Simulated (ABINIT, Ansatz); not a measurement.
## A GW run on TiO2 (Rutile) in ABINIT, with inputs changed

Aim: change inputs of a GW run on TiO2 (Rutile) and see what moves.

Main program and level: ABINIT 10.8.3; PBE and many-body steps on it, plane waves.

Report form: the programs' logs are mostly left out.

## 1. Set-up

It takes space group P4_2/mnm (No. 136, tetragonal). Conventional cell: a = 4.592 Å, b = 4.592 Å, c = 2.957 Å, α = 90.00°, β = 90.00°, γ = 90.00°. Nearest to Ti lie 6 O at 1.95 to 1.98 Å. O has 3 Ti at 1.95 to 1.98 Å nearest. Farther neighbours and most contacts between anions are not listed.

The cell and positions come from the Crystallography Open Database and are kept as given unless a step says otherwise.

## 2. Screening, 4×4×4 mesh, 140 bands, screening to 141.5 eV

This step: ABINIT 10.8.3; RPA screening on PBE, plane waves, norm-conserving pseudopotentials.

The RPA dielectric matrix is built and inverted for each q.

Input file run.abi:

```
acell 3*1.0 Angstrom
rprim 
  4.592200000000 0.000000000000 0.000000000000
  0.000000000000 4.592200000000 0.000000000000
  0.000000000000 0.000000000000 2.957400000000
ntypat 2
znucl 22 8
natom 6
typat 1 1 2 2 2 2
xred 
  0.000000000000 0.000000000000 0.000000000000
  0.500000000000 0.500000000000 0.500000000000
  0.304960000000 0.304960000000 0.000000000000
  0.195040000000 0.804960000000 0.500000000000
  0.695040000000 0.695040000000 0.000000000000
  0.804960000000 0.195040000000 0.500000000000
pp_dirpath "pseudos"
pseudos "Ti.upf, O.upf"
ecut 38
ngkpt 4 4 4
nshiftk 1
shiftk 0 0 0
kptopt 1
chksymbreak 0
istwfk *1
occopt 1
irdwfk 1
optdriver 3
nband 140
ecuteps 5.2
inclvkb 2
awtr 1
symchi 1
indata_prefix "in"
outdata_prefix "out"
tmpdata_prefix "tmp"
```

Launch:

```console
> OMP_NUM_THREADS=1 mpirun -n 16 abinit run.abi > log
```

It took 4.1 min on 16 MPI ranks of Arm Neoverse N1, shared host; peak memory 6.6 GiB; 65 min of CPU time.

Numbers from this step:

| Item | Value |
| --- | --- |
| ε∞ with local fields, on this mesh, along the program's q direction | 8.554 |
| the same without local fields | 8.969 |
| plasma frequency | 32.58 eV |
| plane waves in the screening matrix | 249 |

Local fields lower ε∞ by 5 %. On a Γ-centred mesh this coarse the value itself is usually too large, while a short band sum pulls it down.

## 3. Base

The self-energy is evaluated for the states that the input lists, and the levels follow from it, in one-shot runs by the linearised quasiparticle equation.

This step: G0W0 on PBE, plane waves, norm-conserving pseudopotentials.

Edit run.abi of step 2 so:

```diff
@@ -27,8 +27,15 @@
 irdwfk 1
-optdriver 3
+optdriver 4
 nband 140
+gwcalctyp 0
+ecutsigx 38
+symsigma 1
+nkptgw 1
+kptgw 
+  0.0000000000 0.0000000000 0.0000000000
+bdgw 
+  22 26
 ecuteps 5.2
-inclvkb 2
-awtr 1
-symchi 1
+irdscr 1
+ppmodel 1
 indata_prefix "in"
```

It took 9.2 s on 16 MPI ranks; peak memory 3.2 GiB; 2.4 min of CPU time.

Numbers from this step:

```yaml
g0w0_gap_on_the_points_computed: 3.375 eV
starting_gap_on_the_mesh: 1.917 eV
k_of_the_valence_top: 0, 0, 0
k_of_the_conduction_bottom: 0, 0, 0
z_at_the_valence_top: 0.765
z_at_the_conduction_bottom: 0.779
least_direct_g0w0_gap_on_the_computed_points: 3.375 eV
```

The gap on the mesh goes from 1.92 eV to 3.37 eV, a correction of +1.46 eV.

## 4. Broadening of the poles

Edit run.abi of step 3 so:

```diff
@@ -40,2 +40,3 @@
 ppmodel 1
+zcut 0.01 eV
 indata_prefix "in"
```

Run time: 9 s. Hardware: 16 MPI ranks; peak memory 3.2 GiB; 2.3 min of CPU time.

This step gave:

| Quantity | Value |
| --- | --- |
| G0W0 gap on the points computed | 3.375 eV |
| starting gap on the mesh | 1.917 eV |
| k of the valence top | 0, 0, 0 |
| k of the conduction bottom | 0, 0, 0 |
| Z at the valence top | 0.765 |
| Z at the conduction bottom | 0.779 |
| least direct G0W0 gap on the computed points | 3.375 eV |

Against G0W0 in ABINIT (4×4×4 mesh, 140 bands, screening to 141.5 eV, Godby-Needs plasmon pole), the gap moves by +0.000 eV.

## 5. Unknown plasmon-pole model

Edit run.abi of step 4 so:

```diff
@@ -39,4 +39,3 @@
 irdscr 1
-ppmodel 1
-zcut 0.01 eV
+ppmodel 7
 indata_prefix "in"
```

It took 3.7 s on 16 MPI ranks; peak memory 1.3 GiB.

The run stopped with an error after 3.7 s.

The program's words: Wrong ppm%model: 7

The fault put into this input: unknown plasmon-pole model.

## 6. Side by side

Times are wall times on 16 MPI ranks of Arm Neoverse N1, shared host, good to a factor of about two. A run's time includes the screening step that it read.

```csv
run,mesh,bands,screening cutoff (eV),DFT gap (eV),gap on the mesh (eV),direct (eV),ε∞ used,time
base,4×4×4,140,141.5,1.917,3.375,3.375,8.55,4.2 min
broadening of the poles,4×4×4,140,141.5,1.917,3.375,3.375,8.55,4.2 min
```

## 7. What came out

| Property | Result |
| --- | --- |
| base | 3.375 eV |
| broadening of the poles | 3.375 eV |
| known limits | not at the basis limit; coarse k mesh |

Broadening of the poles: no change against base (keys changed: zcut). Bands and cutoff are finite, so the gap is not at the basis limit. The miss can reach some tenths of an eV and take either sign; the mesh is an error of its own. In the G0W0 runs levels were corrected at 1 k point alone, so a gap called «on the mesh» is the least over those, and an edge elsewhere would be missed. The 4×4×4 mesh is coarse for this cell, which bears on the long-range parts of exchange and screening.

[Paths, hosts, dates, memory and timing lines, banners, echoed tables and standing remarks are left out of the program output.]

[Logs are printed without paths, hosts, clocks, repeated set-up lines and the standing remarks that a program may print on its own settings, such as how far it seeks lower states.]

[Runs of the session that timed out or met a known fault of the program may be left out.]

[Hosts, paths, dates, database ids (printed as entryN), source tags and the programs' standing remarks are cut or masked in the printed files.]

[G0W0 gaps are taken among the corrected bands and points alone; a level outside them can change the order at an edge.]

[Where Ansatz stands beside ABINIT at settings called matched, ABINIT's density can come from a denser mesh and the files from another edition; pairs whose starting gaps differed by over 0.03 eV were left out, so agreement reads better than it is.]
